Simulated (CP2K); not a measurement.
1,3,5-trifluorobenzene has these distinct C atoms: C2 (bonded to 2 C and F) and C3 (bonded to 2 C and H).

```xyz
12

F    -0.1155    2.7313    0.0909
C    -0.0703    1.3685    0.0429
C     1.1851    0.7693    0.0395
C     1.2125   -0.6201   -0.0017
F     2.4199   -1.2401    0.0008
C     0.0698   -1.4111   -0.0429
C    -1.1505   -0.7440   -0.0430
F    -2.2799   -1.5061   -0.0893
C    -1.2645    0.6469    0.0027
H     2.0979    1.3585    0.0679
H     0.1272   -2.4957   -0.0747
H    -2.2316    1.1426    0.0068
```

Their partial C K spectra (CP2K XAS_TDP, all-electron GAPW, PBEh(45%), aug-cc-pVDZ, TDA, GW2X-corrected core level, no relativity) are given in random order, each times the number of alike atoms.

Gaussian full width 0.5 eV, oscillator strength per eV, alike atoms added, rows of zeros left out:

| E (eV) | curve 1 | curve 2 |
| --- | --- | --- |
| 287.00 | 0.000 | 0.001 |
| 287.25 | 0.000 | 0.025 |
| 287.50 | 0.000 | 0.157 |
| 287.75 | 0.000 | 0.251 |
| 288.00 | 0.000 | 0.102 |
| 288.25 | 0.000 | 0.011 |
| 288.75 | 0.001 | 0.000 |
| 289.00 | 0.023 | 0.000 |
| 289.25 | 0.177 | 0.000 |
| 289.50 | 0.348 | 0.000 |
| 289.75 | 0.173 | 0.000 |
| 290.00 | 0.022 | 0.000 |
| 290.25 | 0.001 | 0.007 |
| 290.50 | 0.000 | 0.051 |
| 290.75 | 0.000 | 0.090 |
| 291.00 | 0.000 | 0.040 |
| 291.25 | 0.000 | 0.004 |
| 291.50 | 0.001 | 0.000 |
| 291.75 | 0.028 | 0.002 |
| 292.00 | 0.160 | 0.010 |
| 292.25 | 0.235 | 0.021 |
| 292.50 | 0.087 | 0.017 |
| 292.75 | 0.008 | 0.010 |
| 293.00 | 0.000 | 0.027 |
| 293.25 | 0.001 | 0.058 |
| 293.50 | 0.005 | 0.054 |
| 293.75 | 0.010 | 0.046 |
| 294.00 | 0.005 | 0.055 |
| 294.25 | 0.003 | 0.069 |
| 294.50 | 0.008 | 0.048 |
| 294.75 | 0.021 | 0.023 |
| 295.00 | 0.036 | 0.021 |
| 295.25 | 0.031 | 0.028 |
| 295.50 | 0.016 | 0.026 |
| 295.75 | 0.009 | 0.047 |
| 296.00 | 0.024 | 0.099 |
| 296.25 | 0.051 | 0.062 |
| 296.50 | 0.065 | 0.014 |
| 296.75 | 0.050 | 0.008 |
| 297.00 | 0.032 | 0.008 |

Question: Which curve belongs to which atom?

Curve 1: C2 (bonded to 2 C and F), leading line at 289.50 eV (f = 0.062 an atom), ionisation energy 295.22 eV, term value 5.72 eV. Curve 2: C3 (bonded to 2 C and H), leading line at 287.71 eV (f = 0.046 an atom), ionisation energy 292.70 eV, term value 4.99 eV. The leading line of an atom is its first one with 35 % of the strongest within 2.5 eV of its lowest line over the strength cut. A line lies at the core ionisation energy, which rises as an atom loses charge to its neighbours or to a π system, less the term value, which is large for a low π* or σ* orbital with weight on that atom.

[Banner, clock and machine lines of the logs are left out without a mark of their own.]

[Logs are printed without paths, hosts, clocks, repeated set-up lines and the standing remarks that a program may print on its own settings, such as how far it seeks lower states.]

[Hosts, paths, dates, database ids (printed as entryN), source tags and the programs' standing remarks are cut or masked in the printed files.]
